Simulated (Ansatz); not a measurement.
# Ab initio dynamics of molten SrBr2 (117 atoms), part 5 of 5

Wanted: pair distributions and atomic motion in SrBr2 (117 atoms) at high temperature.

Ansatz 0.2.0; Kohn-Sham DFT, PBE+D3(BJ), PAW (set soft_2), plane waves.

The cell: 39 Sr and 78 Br. Sampling is at Γ alone, for a cell whose shortest periodic width is 16 Å.

So far. Step 4 (Brought to 950 K): Over the second half of 930 fs the temperature averages 923 K with swings of 70 K r.m.s. From first frame to last Br has the largest mean square displacement, 1.3 Å² at the end; the farthest move is 2.53 Å. The run spans 0.93 ps, too short for its means to be equilibrium values. Step 5 (Liquid at 950 K): Over the second half of 4590 fs the temperature averages 951 K with swings of 63 K r.m.s. The conserved energy stays within 0.057 meV/atom, peak to peak.

## Step 8: Functional HSE06+D3(BJ)

HSE06 mixes in a quarter of exact exchange at short range, which counters self-interaction, at a higher cost. Besides, the parameters of the dispersion term change with the functional.

This step: Kohn-Sham DFT, HSE06+D3(BJ), PAW (set soft_2), plane waves (Ansatz 0.2.0).

Input file input.yaml:

```yaml
crystal:
  lattice:
    - [16.3262, 0.0, 0.0]
    - [0.0, 16.3262, 0.0]
    - [0.0, 0.0, 16.3262]
  atoms:
    [... the 117 atom lines of step 7 ...]
kpoints:
  mp_grid: { grid: [1, 1, 1] }
hamiltonian:
  xc: hse06
  dispersion: d3bj
scf:
  occupations: { method: fermi_dirac, width: 0.082 }
output:
  forces: true
  stress: true
  populations: true
  dos:
    method: { smearing: { sigma: 0.1 } }
    de: 0.1
    projected: { site_lists: { Br: [Br], Sr: [Sr] } }
  eigenvalues: true
```

Started as:

```
> ansatz run input.yaml --threads 32 --pin off --max-ram 143360MiB --backend cuda --events-out ev --progress --plain --runs-dir out
```

The log of the run:

```text
[...]
Warning: output.stress: scf.exx.energy_threshold = 1e-6 eV is looser than the 1.6e-7 eV advised for a stress under a hybrid functional (1e-8 eV for each atom of the cell: 117, of which 16 are counted). Every SCF of the exchange loop can meet its threshold on dr2 while the loop round them stops early: [...]
[...]
Crystal: 117 atoms, lattice volume = 4351.664 Å³
Basis set: ecut = 420 eV, 84967 PW (Γ), exchange–correlation on 240×240×240 points (8 copies of the dense FFT grid, shifted against one another)
Bands: 585, of which v1, the nominal top of the filled ones, is band 468 counted from 1 (467 counted from 0)
Symmetry: 1 space group operations
[...]
k-points: 1
[...]
SCF iter   1: F=—  HF=-355576.555232 eV  |F-HF|=—  |Δ(HF+E_count)|=         —  Δρ=1.61e-3  dr2=2.00e-1  ethr=1.77e-3  ⟨swp⟩=16.0  Hψ=4043  notcnv=0  reapply=1
[...]
SCF iter   2: F=—  HF=-355576.596240 eV  |F-HF|=—  |Δ(HF+E_count)|=   4.10e-2  Δρ=5.97e-4  dr2=3.78e-2  ethr=2.13e-5  ⟨swp⟩=7.0  Hψ=2024  notcnv=0
[...]
SCF iter   4: F=-355576.596199 eV  HF=-355576.595235 eV  |F-HF|=9.64e-4  |Δ(HF+E_count)|=   2.37e-3  Δρ=1.40e-4  dr2=6.42e-4  ethr=4.31e-7  ⟨swp⟩=3.0  Hψ=1310  notcnv=0
SCF 1 stopped early in 4 iterations: F = -355576.596199 eV  dr2 = 6.42e-4
[...]
Exchange kernel: α = 0.2500, screened, ω = 0.2079 Å⁻¹, Wigner–Seitz truncation, v(0) = 1036.5439 eV·Å³, q-mesh 1×1×1, nearest image of the exchange supercell L = 16.33 Å, pair-density grid 72×72×72, without the augmentation charges, whose exchange is taken in its separable form (sized by the pseudopotential files, [...]
Frozen-core exchange: fock
SCF iter   1: F=—  HF=-355835.317789 eV  |F-HF|=—  |Δ(HF+E_count)|=         —  Δρ=3.08e-3  dr2=5.74e-1  ethr=6.86e-7  ⟨swp⟩=13.0  Hψ=4269  notcnv=0  reapply=1
[...]
SCF iter   2: F=—  HF=-355835.113666 eV  |F-HF|=—  |Δ(HF+E_count)|=   2.04e-1  Δρ=1.38e-3  dr2=7.19e-2  ethr=6.86e-7  ⟨swp⟩=5.0  Hψ=2176  notcnv=0
[...]
SCF iter   7: F=-355835.300591 eV  HF=-355835.300593 eV  |F-HF|=2.25e-6  |Δ(HF+E_count)|=   4.49e-5  Δρ=8.57e-6  dr2=1.35e-5  ethr=3.64e-10  ⟨swp⟩=6.0  Hψ=2795  notcnv=0
SCF 2 stopped early in 7 iterations: F = -355835.300591 eV  dr2 = 1.35e-5
  Residual-converged pass: ⟨swp⟩=4.0  Hψ=1644  notcnv=0  max |occ|·‖R‖ = 4.9e-6 eV (tolerance 6.7e-6 eV)  dr2=1.34e-5  dr2_onsite=1.28e-7  max |Δocc| = 1.6e-17
hybrid outer 1: dexx = +2.444e-1 eV, tail = 1.61e-4 eV
[...]
Frozen-core exchange: fock
SCF iter   1: F=—  HF=-355835.308415 eV  |F-HF|=—  |Δ(HF+E_count)|=         —  Δρ=1.46e-5  dr2=6.73e-6  ethr=8.57e-8  ⟨swp⟩=15.0  Hψ=2690  notcnv=0  reapply=1
[...]
SCF iter   2: F=—  HF=-355835.308415 eV  |F-HF|=—  |Δ(HF+E_count)|=   2.65e-7  Δρ=5.54e-6  dr2=4.78e-7  ethr=6.53e-10  ⟨swp⟩=3.0  Hψ=1430  notcnv=0
[...]
SCF iter   5: F=-355835.308417 eV  HF=-355835.308417 eV  |F-HF|=2.91e-10  |Δ(HF+E_count)|=   3.32e-9  Δρ=1.72e-7  dr2=3.97e-9  ethr=8.28e-12 (applied; sched 1.20e-12)  ⟨swp⟩=2.0  Hψ=1058  notcnv=0
SCF 3 converged in 5 iterations: F = -355835.308417 eV  dr2 = 3.97e-9
[...]
hybrid outer 2: dexx = +3.469e-6 eV, tail = 2.96e-8 eV, Δε = 7.73e-4 eV (about 9.34e-6 eV left of the loop's levels), ΔF = 4.74e-3 eV/Å (tail 5.95e-4)
hybrid SCF converged: 2 outer / 12 inner (+4 warm-up), last move |dexx| = 3.47e-6 eV, tail = 2.96e-8 eV
Stability not checked: this state was not tested for a lower state beside it, because the functional holds exact exchange (a hybrid, or Hartree-Fock), whose exchange loop this test does not read (fock_operator; see scf.lower_state_search)
Free energy (F): -355835.308418 eV
Frozen-core exchange: fock
[...]
Internal energy: -355835.308418 eV  (E = F + TS)
E sigma→0 (E₀):  -355835.308418 eV
Fermi energy:    4.279250 eV
[...]
Σ components = -355835.308418   (vs F -355835.308418, Δ=5.82e-11)
--- Forces (eV/Å), atoms counted from 1 ---
[... 117 lines of forces left out ...]
  max |Σ_I F_I| component: 1.69e-4 eV/Å
--- Stress (GPa, compression-positive) ---
       -1.354295       0.149230      -0.190533
        0.149230      -1.593851      -0.017118
       -0.190533      -0.017118      -1.251739
  P = ⅓ Tr σ = -1.4000 GPa (-14.000 kbar)
--- Band table (eV) ---
[... left out ...]
--- Löwdin populations: 117 sites ---
  site symbol       q [e]
[... 117 lines, one an atom, left out ...]
  spilling = 0.008361 (of n_electrons = 936.000000)
```

It took 40 s on 1 × NVIDIA GB200 with 32 threads of Arm Neoverse V2, shared host; peak memory 15 GiB.

That memory is the host's.

The program notes that the exchange threshold is loose for the stress.

Geometry and reference: those of the single point at the last frame.

Forces differ from those of the single point at the last frame by 23 meV/Å r.m.s., 5.0 % of their size; the pressure by -0.63 GPa and the gap by +1.0 eV.

The run gave:

```yaml
free_energy: -355835.3084 eV
free_energy_per_atom: -3041.3274 eV/atom
scf_cycles: 16
pressure: -1.4 GPa
r_m_s_force_component: 0.4579 eV/Å
longest_force: 1.677 eV/Å
fermi_energy: 4.279 eV
spacing_of_highest_filled_and_lowest_empty_level: 3.913 eV
spilling_of_the_projection: 0.008361
```

Length of the force by element and coordination:

| element | coordination | atoms | mean length of the force (eV/Å) | spread | least | most |
| --- | --- | --- | --- | --- | --- | --- |
| Br | all | 78 | 0.705 | 0.339 | 0.0952 | 1.68 |
| Br | 2 | 2 | 0.476 | 0.147 | 0.330 | 0.623 |
| Br | 3 | 29 | 0.763 | 0.347 | 0.0952 | 1.68 |
| Br | 4 | 45 | 0.679 | 0.335 | 0.0958 | 1.50 |
| Br | 5 | 2 | 0.661 | 0.261 | 0.400 | 0.922 |
| Sr | all | 39 | 0.720 | 0.383 | 0.0519 | 1.53 |
| Sr | 6 | 6 | 0.432 | 0.270 | 0.0519 | 0.928 |
| Sr | 7 | 20 | 0.802 | 0.361 | 0.156 | 1.34 |
| Sr | 8 | 12 | 0.758 | 0.394 | 0.262 | 1.53 |
| Sr | 9 | 1 | 0.325 | 0 | 0.325 | 0.325 |

Löwdin charges by element and coordination (they lack the spilled electrons, 0.067 e an atom on average):

| element | coordination | atoms | mean charge (e) | spread | least | most |
| --- | --- | --- | --- | --- | --- | --- |
| Br | all | 78 | -0.71 | 0.0139 | -0.749 | -0.680 |
| Br | 2 | 2 | -0.699 | 0.0196 | -0.719 | -0.680 |
| Br | 3 | 29 | -0.714 | 0.0127 | -0.732 | -0.684 |
| Br | 4 | 45 | -0.708 | 0.0138 | -0.749 | -0.680 |
| Br | 5 | 2 | -0.710 | 0.0012 | -0.712 | -0.709 |
| Sr | all | 39 | 1.62 | 0.0128 | 1.60 | 1.65 |
| Sr | 6 | 6 | 1.63 | 0.0081 | 1.62 | 1.65 |
| Sr | 7 | 20 | 1.62 | 0.0136 | 1.60 | 1.64 |
| Sr | 8 | 12 | 1.62 | 0.0105 | 1.60 | 1.63 |
| Sr | 9 | 1 | 1.61 | 0 | 1.61 | 1.61 |

Density of states as counts of states in windows of 1 eV (from the Fermi level), total and some projections:

| from (eV) | to (eV) | total | Br p | Sr s | Br s |
| --- | --- | --- | --- | --- | --- |
| -18 | -17 | 20.3 | 0.0 | 1.5 | 17.5 |
| -17 | -16 | 119.1 | 0.3 | 4.2 | 110.0 |
| -16 | -15 | 16.6 | 0.0 | 0.4 | 15.7 |
| -15 | -6 | 0.0 | 0.0 | 0.0 | 0.0 |
| -6 | -5 | 58.0 | 53.0 | 3.7 | 0.3 |
| -5 | -4 | 169.8 | 162.1 | 3.7 | 0.6 |
| -4 | -3 | 167.0 | 161.6 | 1.2 | 0.4 |
| -3 | -2 | 72.0 | 70.3 | 0.3 | 0.1 |
| -2 | -1 | 1.4 | 1.3 | 0.0 | 0.0 |
| -1 | 1 | 0.0 | 0.0 | 0.0 | 0.0 |
| 1 | 2 | 1.6 | 0.0 | 1.1 | 0.3 |
| 2 | 3 | 15.9 | 0.8 | 5.2 | 0.7 |
| 3 | 4 | 100.9 | 2.7 | 16.3 | 1.8 |

Between -26 and -18 eV lie 234 more states.

About 78 of the 936 electrons lie in deeper levels, below the stored range.

Not all projections were asked for or kept, so they needn't add up to the total.

The levels nearest the highest filled one (over half full), pooled over k-points and spins:

| level less the highest filled one (eV) | occupation |
| --- | --- |
| -0.361 | 2 |
| -0.324 | 2 |
| -0.296 | 2 |
| -0.229 | 2 |
| -0.172 | 2 |
| 0 | 2 |
| 3.91 | 0 |
| 4.47 | 0 |
| 4.61 | 0 |
| 4.71 | 0 |
| 4.78 | 0 |
| 4.83 | 0 |

## Step 9: Summary of results

```
mean temperature, second half (liquid at 950 K)                                : 950.5 K
temperature swing, second half (liquid at 950 K)                               : 63.34 K
mean pressure, second half (liquid at 950 K)                                   : 0.0294 GPa
slope of the conserved energy against time, by least squares (liquid at 950 K) : -0.0014 meV/atom/ps
free energy per atom                                                           : -3039.0455 eV/atom
pressure                                                                       : -0.7718 GPa
r.m.s. force component                                                         : 0.4484 eV/Å
gap (highest filled to lowest empty level)                               : 2.887 eV
wall time of the 6 DFT runs                                                    : 22 min
```

**Reading.** Melting at 1420 K: by the end of the lags followed (0.45 ps), the least mobile element has a mean square displacement of 1.2 Å², too little over such short lags to show that the memory of the start is lost. Liquid at 950 K: by the end of the lags followed (2.29 ps), the least mobile element has a mean square displacement of 2.8 Å². Liquid at 950 K: the slope of the later half of the mean square displacement gives diffusion coefficients of about 2.6e-5 cm²/s (Br) and 1.9e-5 cm²/s (Sr); over so short a run these are rough. Liquid at 950 K: counting bonds as in the table, 58 % of Br atoms have 4 and 51 % of Sr atoms have 7 bonded neighbours. Filled and empty levels are parted by 2.89 eV (at Γ alone); a semilocal functional tends to put such gaps too low. In a disordered cell it changes from sample to sample and from frame to frame. HSE06 at the same geometry puts the gap at 3.91 eV, a change of +1.03 eV.

Caveats: The pressure of a single frame lacks the kinetic term, about 0.35 GPa here.

[Logs are printed without paths, hosts, clocks, repeated set-up lines and the standing remarks that a program may print on its own settings, such as how far it seeks lower states.]

[Hosts, paths, dates, database ids (printed as entryN), source tags and the programs' standing remarks are cut or masked in the printed files.]
